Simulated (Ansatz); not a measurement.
## ZnSnN2 (Pna2_1): G0W0 under other settings

A base run on ZnSnN2 (Pna2_1), then changed inputs.

Main program and level: Ansatz 0.2.0; G0W0 on PBE, plane waves, PAW; PAW set soft_1.

In doubt: masses and optical values from hybrid runs of this build are listed as unsure (step 3), which bears on the screening that GW takes from such a start.

### Step 1. Set-up

Symmetry: Pna2_1, No. 33, orthorhombic system. Conventional cell: a = 5.854 Å, b = 6.737 Å, c = 5.481 Å, α = 90.00°, β = 90.00°, γ = 90.00°. Nearest to Zn lie 4 N at 2.05 to 2.07 Å. Nearest to Sn lie 4 N at 2.06 to 2.08 Å. N has 2 Zn at 2.05 to 2.07 Å and 2 Sn at 2.07 to 2.08 Å nearest. Nearest to N lie 2 Zn at 2.05 Å and 2 Sn at 2.06 to 2.07 Å. Farther neighbours and most contacts between anions are not listed.

Structure file:

```cif
data_structure
_symmetry_space_group_name_H-M 'Pna2_1'
_symmetry_Int_Tables_number 33
_cell_length_a 5.8543
_cell_length_b 6.7375
_cell_length_c 5.4806
_cell_angle_alpha 90.000
_cell_angle_beta 90.000
_cell_angle_gamma 90.000
_cell_volume 216.17
loop_
_atom_site_label
_atom_site_type_symbol
_atom_site_symmetry_multiplicity
_atom_site_Wyckoff_symbol
_atom_site_fract_x
_atom_site_fract_y
_atom_site_fract_z
_atom_site_occupancy
Zn1 Zn 4 a 0.58306 0.87495 0.99881 1
Sn1 Sn 4 a 0.58840 0.37506 0.99927 1
N1 N 4 a 0.58240 0.37437 0.37835 1
N2 N 4 a 0.57972 0.87579 0.37356 1
```

The cell and positions are those that the Materials Project relaxed with its own functionals (PBE, PBE+U or r2SCAN), kept fixed.

### Step 2. The base run: 2×2×2 mesh, 490 empty bands, screening to 100 eV, PAW set soft_1 files

G0W0 replaces the xc potential by the self-energy, built once from these orbitals. Only a window of levels is corrected, while the sums run over the empty bands that the input names. This step takes PAW set soft_1 files.

Contents of input.yaml:

```yaml
crystal:
  lattice:
    - [5.8542731, 0.0, 0.0]
    - [0.0, 6.7374542, 0.0]
    - [0.0, 0.0, 5.48058331]
  atoms:
    - { symbol: Zn, position: [0.58306262, 0.87494525, 0.99881237] }
    - { symbol: Zn, position: [0.41693738, 0.12505475, 0.49881237] }
    - { symbol: Zn, position: [0.91693738, 0.37494525, 0.49881237] }
    - { symbol: Zn, position: [0.08306262, 0.62505475, 0.99881237] }
    - { symbol: Sn, position: [0.58840042, 0.37506264, 0.9992746] }
    - { symbol: Sn, position: [0.41159958, 0.62493736, 0.4992746] }
    - { symbol: Sn, position: [0.91159958, 0.87506264, 0.4992746] }
    - { symbol: Sn, position: [0.08840042, 0.12493736, 0.9992746] }
    - { symbol: "N", position: [0.58239595, 0.37436694, 0.37835473] }
    - { symbol: "N", position: [0.41760405, 0.62563306, 0.87835473] }
    - { symbol: "N", position: [0.91760405, 0.87436694, 0.87835473] }
    - { symbol: "N", position: [0.08239595, 0.12563306, 0.37835473] }
    - { symbol: "N", position: [0.57971582, 0.87578583, 0.37355931] }
    - { symbol: "N", position: [0.42028418, 0.12421417, 0.87355931] }
    - { symbol: "N", position: [0.92028418, 0.37578583, 0.87355931] }
    - { symbol: "N", position: [0.07971582, 0.62421417, 0.37355931] }
kpoints:
  mp_grid: { grid: [2, 2, 2] }
hamiltonian:
  xc: pbe
  pseudopotentials: { kind: paw, azcp: { folder: soft_1 } }
scf:
  occupations: { method: fixed }
gw:
  n_empty_bands: 490
  ecut_chi: 100
  qp_bands: [v4, c4]
  qp_kpoints: band_edges
  screening: { model: contour_deformation }
```

The run is started by

```bash
$ ansatz run input.yaml --threads 2 --pin off --max-ram 92160MiB --backend cuda --events-out ev --progress --plain --runs-dir out --devices 1 --max-vram 13GiB
```

Numbers of over 12 decimals in the logs are rounded to 6 here.

What it wrote:

```text
GPUs: using 1 of 1 available (devices: 1).
Engine: ansatz 0.2.0, x86_64-unknown-linux-gnu
Pseudopotentials: kind: paw
Pseudopotential: Zn, paw, valence charge 12, recommended cutoff 420 eV (normal), soft_1/Zn.paw.azcp
Pseudopotential: Sn, paw, valence charge 14, recommended cutoff 420 eV (normal), soft_1/Sn.paw.azcp
Pseudopotential: N, paw, valence charge 5, recommended cutoff 420 eV (normal), soft_1/N.paw.azcp
Functional definition: PBE
  parameter kappa = 0.804
  parameter beta = 0.066725
  exchange = pbe_x(kappa = kappa, mu = beta*pi^2/3)
  correlation = pbe_c(beta = beta)
device memory: the entry about to start is reckoned to put 3.0 GiB on a device that reports 48.9 GiB free (of which the cap on the GPU budget leaves the run 13.0 GiB)
GPU FFT provider: cuFFT
GPU libraries: cuBLAS 13.8.2, cuFFT 12.4.0, cuSOLVER 12.3.4
Crystal: 16 atoms, lattice volume = 216.170 Å³
Basis set: ecut = 420 eV, 4231 PW (Γ)
Bands: 88, of which v1, the nominal top of the filled ones, is band 72 counted from 1 (71 counted from 0)
Symmetry: 4 space group operations
Space group: Pna21 (ITA 33), of the structure as read, at distance tolerance 6.0e-5 Å
k-points: 8
Non-local potential: Zn, projectors of the file, l = 0: 2, l = 1: 2, l = 2: 3, l = 3: 1
Non-local potential: Sn, projectors of the file, l = 0: 2, l = 1: 2, l = 2: 2, l = 3: 1
Non-local potential: N, projectors of the file, l = 0: 2, l = 1: 2, l = 2: 1
PAW form: soft (Blöchl's): semilocal exchange-correlation on the pseudo side does not see the compensation charge
PAW one-centre angular grid: Zn, 590 points (default); XC on 64 Gauss nodes
PAW one-centre angular grid: Sn, 590 points (default); XC on 64 Gauss nodes
PAW one-centre angular grid: N, 110 points (default); XC on 64 Gauss nodes
Initial density: superposition of atomic densities (chi_scale 0.1, normalization cell, long waves kept (reshape's long-wave potential 0.01 eV rms))
Initial wavefunctions: pseudopotential atomic-orbital guess
GPU buffer pool allocated for 76800 grid points (all kernels)
GPU transforms: local potential and band sums: pruned to the plane-wave sphere, on 40×45×40
Functional: x = pbe(κ = 0.804, μ = 0.219515), c = pbe(β = 0.066725)
SCF iter   1: F=—  HF=-40449.230770 eV  |F-HF|=—  |Δ(HF+E_count)|=         —  Δρ=8.78e-2  dr2=1.99e1  ethr=3.10e-3  ⟨swp⟩=4.5  Hψ=2674  notcnv=0  defer=102
preconditioner: auto → Resta (q_TF=auto, 2.550 Å⁻¹)  ε∞=4.8  [insulator: Δε(μ)=1.084 eV  Ē_g=15.534 eV  n_scr=64 (ndim 8)  ℏωp=30.3 eV  f_vac=0.000  ε∞_Penn≈4.8]
SCF iter   2: F=—  HF=-40444.286905 eV  |F-HF|=—  |Δ(HF+E_count)|=    4.94e0  Δρ=3.27e-2  dr2=1.54e0  ethr=3.10e-3  ⟨swp⟩=3.0  Hψ=1357  notcnv=0  defer=108
[...]
NSCF: frozen V_eff on 8 k-points
G₀W₀ screening: q 1/8
[... further progress lines ...]
SCF converged after 11 iterations
Free energy (F): -40444.011378 eV
Harris-Foulkes:  -40444.011378 eV  (|F-HF|=1.50e-8)
Internal energy: -40444.011378 eV  (E = F + TS)
E sigma→0 (E₀):  -40444.011378 eV
Fermi energy:    9.822222 eV
--- Per-component energies (eV) ---
  E_band       = -0.301119
  E_kinetic    = 2284.990651
  E_local      = -12747.386280  (includes V_loc(G=0)·N_el)
  E_nonlocal   = 4152.567341
  E_hartree    = 5293.082478
  E_xc         = -1287.051217
  E_vxc        = -1121.395819  (∫ρ·V_xc dr)
  E_paw        = -26106.338726  (= ΣΔE_a)
  E_vpaw       = -3155.243435  (= ΣTr[D̂ρ^β])
  E_aug_tail   = 0.007052  (compensation charges beyond the density's cutoff)
  E_ewald      = -12033.882677
  E_smearing   = -0.000000  (= −TS)
  E_closure    = 0.000000  (closes the sum)
  Σ components = -40444.011378   (vs F -40444.011378, Δ=0.00e0)
--- Band table (eV; the first three rows and the last of 8) ---
  k-point 0: bands = [... 68 lower, 9.0420, 9.7442, 9.7837, 9.8222, 10.0184, 12.6149, 13.5027, 14.1126, ... 12 higher]
  k-point 1: bands = [... 68 lower, 9.3442, 9.3442, 9.3767, 9.3767, 12.3662, 12.3662, 13.2092, 13.2092, ... 12 higher]
  k-point 2: bands = [... 68 lower, 9.2434, 9.2434, 9.4091, 9.4091, 12.1356, 12.1356, 14.4273, 14.4273, ... 12 higher]
  k-point 7: bands = [... 68 lower, 8.4765, 8.4765, 8.6666, 8.6666, 13.4884, 13.4884, 13.5177, 13.5177, ... 12 higher]
--- G₀W₀: contour deformation, 8 samples at zero and on the imaginary axis and 1 off it, 8 q-points, 490 empty bands' worth ---
  eigenvalues of the whole cell's RPA ε∞ on this k-mesh (on a slab, of 1 + 4πα/V) = 547.6197, 739.6350, 1176.3965; static W/v taken at q = 0 is 0.001285
  bands read: the sum over 562 bands ends inside a degenerate multiplet in 1 slot, whose members it reads at an even weight; the widest, k=5: bands 561 to 564 (counted from 1) at 2/4 each
  gw.qp_kpoints: band_edges: 8 of 8 stored k-points solved, in 1 pass; an edge of the gap read off the rows below is read off those points alone
    ik  band        ε_KS         Σx   Σc(E_QP)       V_xc       Z   E_QP_lin       E_QP  E_QP is
     0    69      9.0420   -25.6174     4.2682   -20.9907  0.7092     8.6790     8.6835  root
     0    70      9.7442   -25.3072     3.7072   -21.4166  0.7140     9.5593     9.5608  root
     0    71      9.7837   -25.8560     3.8051   -21.8521  0.7141     9.5835     9.5850  root
     0    72      9.8222   -25.7375     3.7390   -21.8120  0.7145     9.6341     9.6357  root
     0    73     10.0184   -11.4887    -3.5309   -15.3160  0.7473    10.3169    10.3148  root
     0    74     12.6149   -10.6754    -4.4501   -15.5838  0.7490    13.0805    13.0733  root
     0    75     13.5027   -11.4241    -4.6264   -16.6426  0.7322    14.1080    14.0947  root
     0    76     14.1126    -9.5136    -4.4720   -14.2288  0.7535    14.3576    14.3558  root
[...]
7    73     13.4884   -11.2254    -4.4849   -16.2111  0.7346    13.9984    13.9891  root
     7    74     13.4884   -11.2254    -4.4849   -16.2111  0.7346    13.9984    13.9891  root
     7    75     13.5177   -11.0193    -4.4453   -15.9415  0.7348    14.0027    13.9946  root
     7    76     13.5177   -11.0193    -4.4453   -15.9415  0.7348    14.0027    13.9946  root
```

It took 19 s on 1 × NVIDIA H100 80GB HBM3 (shared by 6 runs) with 2 threads of AMD EPYC 7R13 (Zen 3), shared host; peak memory 1.9 GiB.

This step gave:

```yaml
bands_summed: 562
rpa_eps_infinity_on_this_mesh_eigenvalues: 547.6, 739.6, 1176
plane_waves_in_the_screening_matrix: 495
q_points_in_the_mesh: 8
g0w0_gap_on_the_mesh: 0.6791 eV
k_of_the_valence_top: 0, 0, 0
k_of_the_conduction_bottom: 0, 0, 0
starting_gap_on_the_mesh: 0.1962 eV
z_at_the_valence_top: 0.7145
z_at_the_conduction_bottom: 0.7473
least_direct_g0w0_gap_on_the_computed_points: 0.6791 eV
```

The gap on the mesh goes from 0.20 eV to 0.68 eV, a correction of +0.48 eV. Between the two edge states, bare exchange in place of the xc potential would open the gap by 7.75 eV, and correlation takes back 7.27 eV.

### Step 3. Variant: starting point

This step: G0W0 on r2SCANh, plane waves, PAW; PAW set soft_1.

input.yaml, as its differences from that of step 2:

```diff
@@ -25,3 +25,3 @@
 hamiltonian:
-  xc: pbe
+  xc: r2scanh
   pseudopotentials: { kind: paw, azcp: { folder: soft_1 } }
```

What it wrote:

```text
GPUs: using 1 of 1 available (devices: 1).
[...]
davidson cushion auto → on  (no smearing: the cushion is to keep the highest requested band from converging to the state above it; pin scf.eigensolver.cushion to override)
[...]
GPU FFT provider: cuFFT
GPU libraries: cuBLAS 13.8.2, cuFFT 12.4.0, cuSOLVER 12.3.4
Crystal: 16 atoms, lattice volume = 216.170 Å³
Basis set: ecut = 500 eV, 5499 PW (Γ), exchange–correlation on 180×200×160 points (64 copies of the dense FFT grid, shifted against one another)
Bands: 88, of which v1, the nominal top of the filled ones, is band 72 counted from 1 (71 counted from 0)
Symmetry: 4 space group operations
[...]
k-points: 8
[...]
GPU buffer pool allocated for 90000 grid points (all kernels)
[...]
iter 1 solved again at ethr=1.42e-2 eV; its pass at ethr=1.00e-1 eV (dr2=2.04e1 eV) is discarded
[...]
SCF iter   8: F=-40537.281130 eV  HF=-40537.281137 eV  |F-HF|=7.01e-6  |Δ(HF+E_count)|=   4.86e-5  Δρ=7.25e-5  dr2=1.12e-5  dr2_τ=1.16e-6  ethr=1.35e-7  ⟨swp⟩=3.9  Hψ=2033  notcnv=0
SCF 1 stopped early in 8 iterations: F = -40537.281130 eV  dr2 = 1.12e-5
[...]
GPU FFT provider: cuFFT
GPU libraries: cuBLAS 13.8.2, cuFFT 12.4.0, cuSOLVER 12.3.4
[...]
GPU buffer pool allocated for 90000 grid points (all kernels)
[...]
Frozen-core exchange: fock
[...]
Internal energy: -40533.695710 eV  (E = F + TS)
E sigma→0 (E₀):  -40533.695710 eV
Fermi energy:    9.134685 eV
[...]
--- Band table (eV; the first three rows and the last of 8) ---
  k-point 0: bands = [... 68 lower, 8.2600, 9.0574, 9.0896, 9.1347, 10.3296, 13.1466, 14.0694, 14.5980, ... 4 higher]
  k-point 1: bands = [... 68 lower, 8.6108, 8.6108, 8.6470, 8.6470, 12.8173, 12.8173, 13.6752, 13.6752, ... 4 higher]
  k-point 2: bands = [... 68 lower, 8.5160, 8.5160, 8.6832, 8.6832, 12.5069, 12.5069, 14.8835, 14.8835, ... 4 higher]
  k-point 7: bands = [... 68 lower, 7.6862, 7.6862, 7.8797, 7.8797, 14.0050, 14.0050, 14.0225, 14.0225, ... 4 higher]
  guard bands above this table: 8 of the run's 88 bands. The solve was not asked for them (output.publish_guard_bands: true or output.eigenvalues: true publishes all)
[...]
0    69      8.2600   -25.1394     3.8451   -21.4420  0.7259     8.4068     8.4077  root
     0    70      9.0574   -25.1421     3.4478   -21.9493  0.7296     9.3099     9.3123  root
     0    71      9.0896   -25.4798     3.4738   -22.2594  0.7300     9.3407     9.3431  root
     0    72      9.1347   -25.4148     3.4309   -22.2449  0.7304     9.3932     9.3957  root
     0    73     10.3296   -10.7676    -3.5920   -14.5854  0.7616    10.5575    10.5554  root
     0    74     13.1466   -10.2924    -4.2719   -14.8083  0.7605    13.3932    13.3906  root
     0    75     14.0694   -10.9945    -4.4106   -15.7587  0.7478    14.4288    14.4230  root
     0    76     14.5980    -8.9121    -4.2402   -13.1783  0.7650    14.6239    14.6239  root
[...]
7    73     14.0050   -10.6697    -4.2682   -15.2135  0.7502    14.2840    14.2806  root
     7    74     14.0050   -10.6697    -4.2682   -15.2135  0.7502    14.2840    14.2806  root
     7    75     14.0225   -10.4134    -4.2255   -14.8891  0.7509    14.2754    14.2727  root
     7    76     14.0225   -10.4134    -4.2255   -14.8891  0.7509    14.2754    14.2727  root
[key lines of the parts left out:]
Free energy (F): -40533.695710 eV
```

Run time: 75 s. Hardware: 1 × NVIDIA H100 80GB HBM3 (shared by 6 runs) with 2 threads; peak memory 2.7 GiB.

The G0W0 gap on the mesh is 1.160 eV.

Against the base:

```
setting  base  variant
  start   PBE  r2SCANh
```

| quantity | variant | base |
| --- | --- | --- |
| starting gap on the mesh | 1.195 | 0.196 |
| G0W0 gap on the mesh | 1.160 | 0.679 |
| least direct G0W0 gap on the computed points | 1.160 | 0.679 |
| Z at the valence top | 0.730 | 0.715 |
| Z at the conduction bottom | 0.762 | 0.747 |

### Step 4. Variant: guard bands

This step: G0W0 on PBE, plane waves, PAW; PAW set soft_1.

input.yaml, as its differences from that of step 3:

```diff
@@ -25,3 +25,3 @@
 hamiltonian:
-  xc: r2scanh
+  xc: pbe
   pseudopotentials: { kind: paw, azcp: { folder: soft_1 } }
@@ -30,4 +30,4 @@
 gw:
-  n_empty_bands: 490
-  ecut_chi: 100
+  n_empty_bands: 351
+  ecut_chi: 80
   qp_bands: [v4, c4]
@@ -35 +35,2 @@
   screening: { model: contour_deformation }
+  n_guard_bands: 0
```

What it wrote:

```text
GPUs: using 1 of 1 available (devices: 1).
[...]
GPU FFT provider: cuFFT
GPU libraries: cuBLAS 13.8.2, cuFFT 12.4.0, cuSOLVER 12.3.4
Crystal: 16 atoms, lattice volume = 216.170 Å³
Basis set: ecut = 420 eV, 4231 PW (Γ)
Bands: 88, of which v1, the nominal top of the filled ones, is band 72 counted from 1 (71 counted from 0)
Symmetry: 4 space group operations
[...]
k-points: 8
[...]
GPU buffer pool allocated for 76800 grid points (all kernels)
[...]
SCF iter   1: F=—  HF=-40449.230770 eV  |F-HF|=—  |Δ(HF+E_count)|=         —  Δρ=8.78e-2  dr2=1.99e1  ethr=3.10e-3  ⟨swp⟩=4.5  Hψ=2674  notcnv=0  defer=102
[...]
SCF iter  11: F=-40444.011378 eV  HF=-40444.011378 eV  |F-HF|=1.50e-8  |Δ(HF+E_count)|=   3.57e-7  Δρ=3.38e-6  dr2=1.88e-8  ethr=6.94e-11  ⟨swp⟩=12.2  Hψ=2995  notcnv=0
SCF 1 converged in 11 iterations: F = -40444.011378 eV  dr2 = 1.88e-8
[...]
G₀W₀ screening: q 1/8
[... further progress lines ...]
SCF converged after 11 iterations
Free energy (F): -40444.011378 eV
[...]
Internal energy: -40444.011378 eV  (E = F + TS)
E sigma→0 (E₀):  -40444.011378 eV
Fermi energy:    9.822222 eV
[...]
--- Band table (eV; the first three rows and the last of 8) ---
  k-point 0: bands = [... 68 lower, 9.0420, 9.7442, 9.7837, 9.8222, 10.0184, 12.6149, 13.5027, 14.1126, ... 12 higher]
  k-point 1: bands = [... 68 lower, 9.3442, 9.3442, 9.3767, 9.3767, 12.3662, 12.3662, 13.2092, 13.2092, ... 12 higher]
  k-point 2: bands = [... 68 lower, 9.2434, 9.2434, 9.4091, 9.4091, 12.1356, 12.1356, 14.4273, 14.4273, ... 12 higher]
  k-point 7: bands = [... 68 lower, 8.4765, 8.4765, 8.6666, 8.6666, 13.4884, 13.4884, 13.5177, 13.5177, ... 12 higher]
[...]
0    69      9.0420   -25.6174     4.3479   -20.9907  0.7110     8.7606     8.7632  root
     0    70      9.7442   -25.3072     3.8044   -21.4166  0.7160     9.6578     9.6581  root
     0    71      9.7837   -25.8560     3.8997   -21.8521  0.7162     9.6792     9.6796  root
     0    72      9.8222   -25.7375     3.8337   -21.8120  0.7167     9.7302     9.7305  root
     0    73     10.0184   -11.4887    -3.4458   -15.3160  0.7495    10.4040    10.4000  root
     0    74     12.6149   -10.6754    -4.3450   -15.5838  0.7504    13.1899    13.1783  root
     0    75     13.5027   -11.4241    -4.5050   -16.6426  0.7339    14.2368    14.2162  root
     0    76     14.1126    -9.5136    -4.3877   -14.2288  0.7543    14.4437    14.4401  root
[...]
7    73     13.4884   -11.2254    -4.3716   -16.2111  0.7362    14.1173    14.1025  root
     7    74     13.4884   -11.2254    -4.3716   -16.2111  0.7362    14.1173    14.1025  root
     7    75     13.5177   -11.0193    -4.3341   -15.9415  0.7364    14.1191    14.1059  root
     7    76     13.5177   -11.0193    -4.3341   -15.9415  0.7364    14.1191    14.1059  root
```

Run time: 19 s. Hardware: 1 × NVIDIA H100 80GB HBM3 (shared by 6 runs) with 2 threads; peak memory 1.6 GiB.

The G0W0 gap on the mesh is 0.670 eV.

Against the base:

| setting | base | variant |
| --- | --- | --- |
| empty bands | 490 | 351 |
| screening cutoff (eV) | 100 | 80 |
| n guard bands | - | 0 |

```csv
quantity,variant,base
starting gap on the mesh,0.196,0.196
G0W0 gap on the mesh,0.670,0.679
least direct G0W0 gap on the computed points,0.670,0.679
Z at the valence top,0.717,0.715
Z at the conduction bottom,0.749,0.747
```

### Step 5. What came out

| Quantity | Value |
| --- | --- |
| base | 0.68 eV, 19 s |
| starting point | 1.16 eV, 75 s |
| guard bands | 0.67 eV, 19 s |

What this shows: Starting point: the gap moves by +0.48 eV and the time by a factor of 4.0 (the plane-wave cutoff goes from 420 to 500 eV). Guard bands: the gap moves by −0.01 eV. The variant differs from the base in empty bands, screening cutoff and n guard bands together, so the change can't be laid to one of them. All runs here use a coarse mesh and modest cutoffs; they test settings and are not final values. The 2×2×2 mesh is coarse for this cell (its supercell is 11 Å along the shortest edge). The RPA ε∞ on it, from the PBE start, is 547.62, 739.64 and 1176.40; such meshes misread the long-range screening, most where the gap is narrow. On this mesh the RPA ε∞ passes 90, more than nearly any semiconductor shows; a coarse mesh does this where one point with a narrow direct gap carries much weight. The screening is then too strong, and the G0W0 gap should not be taken as the material's. A d shell, filled or nearly so, lies near the gap. One-shot GW converges very slowly in bands there, not always from below, and on a semilocal start the gap tends to come out low; starts rich in exact exchange can overshoot instead. The many-body steps are scalar-relativistic: spin-orbit coupling is not in them.

[Paths, hosts, dates, memory and timing lines, banners, echoed tables and standing remarks are left out of the program output.]

[Logs are printed without paths, hosts, clocks, repeated set-up lines and the standing remarks that a program may print on its own settings, such as how far it seeks lower states.]

[Runs of the session that timed out or met a known fault of the program may be left out.]

[Cells called generated may have been cut or substituted from an entry of the Crystallography Open Database or the Materials Project.]

[Hosts, paths, dates, database ids (printed as entryN), source tags and the programs' standing remarks are cut or masked in the printed files.]
